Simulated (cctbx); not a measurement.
# Reading a Patterson map

Space group Fm-3m (no. 225), a = 7.9820 Å, b = 7.9820 Å, c = 7.9820 Å, α = 90.00°, β = 90.00°, γ = 90.00°, content Pd4 Mo4 Sr8 O24.

Simulated single-crystal data (cctbx): Cu Kα, λ = 1.54184 Å, to d = 0.83 Å, 70 % of the full sphere, strongest reflection 70000 counts, noise from counting, a 3 % proportional error and a noise floor of 8 counts (s.d.); no absorption.

Patterson synthesis from sharpened amplitudes, origin scaled to 1000:

```text
Patterson group F m -3 m
      u       v       w   height  length (A)
  0.000   0.000   0.000   1000.0     0.00
  0.000   0.000   0.500    994.8     3.99
  0.250   0.250   0.250    951.8     3.46
  0.000   0.000   0.250    106.4     1.99
  0.000   0.250   0.250     97.7     2.82
  0.000   0.000   0.144     96.0     1.15
  0.000   0.000   0.357     95.8     2.85
  0.106   0.250   0.250     94.9     2.95
  0.000   0.125   0.250     54.7     2.23
  0.000   0.104   0.104     39.2     1.18
  0.000   0.104   0.396     38.8     3.27
  0.145   0.145   0.250     33.4     2.58
```

Q: Assign the vectors.

A peak at u stands for all pairs with xi − xj = u, with weight Σ ZiZj against Σ Z² = 28608 at the origin. Peak heights follow these weights only roughly, since form factors, motion and series ripples differ, all vectors within 0.55 Å of a peak are counted as merged into it though the farther ones add only part of their weight, and F(000) is left out, which lowers the whole map:

| u | v | w | shortest length (Å) | height | 1000 ΣZiZj/ΣZ² | pairs in the cell |
| --- | --- | --- | --- | --- | --- | --- |
| 0.000 | 0.000 | 0.500 | 3.99 | 995 | 998 | 8 × Pd–Mo, 8 × Sr–Sr, 24 × O–O |
| 0.250 | 0.250 | 0.250 | 3.46 | 952 | 935 | 8 × Pd–Sr, 8 × Mo–Sr |
| 0.000 | 0.000 | 0.250 | 2.00 | 106 | 197 | 8 × Pd–O, 8 × Mo–O |
| 0.000 | 0.250 | 0.250 | 2.82 | 98 | 206 | 16 × Sr–O, 16 × O–O |
| 0.000 | 0.000 | 0.144 | 1.15 | 96 | 0 | none within 0.55 Å |
| 0.000 | 0.000 | 0.357 | 2.85 | 96 | 0 | none within 0.55 Å |
| 0.106 | 0.250 | 0.250 | 2.95 | 95 | 0 | none within 0.55 Å |
| 0.000 | 0.125 | 0.250 | 2.23 | 55 | 0 | none within 0.55 Å |

The table stops at ten peaks or at a height of 45, below which ripples compete. In the model behind the data Pd, the heaviest element, has 1 independent site: (1/2, 0, 0), up to an allowed shift of origin. No listed peak is a Pd–Pd vector, so the position follows from the cell content and the cross vectors. Elements of similar Z can't be told apart from the map alone. The whole model:

```
atom  mult.    x    y       z  Ueq (Å²)
 Pd1      4  1/2    0       0    0.0137
 Mo1      4    0    0       0    0.0150
 Sr1      8  1/4  1/4     3/4    0.0165
  O1     24    0    0  0.7466    0.0284
```

The model was made for the exercise: a known structure type with other elements put in, its volume estimated, not relaxed; displacement parameters are assumed.

[Logs are printed without paths, hosts, clocks, repeated set-up lines and the standing remarks that a program may print on its own settings, such as how far it seeks lower states.]
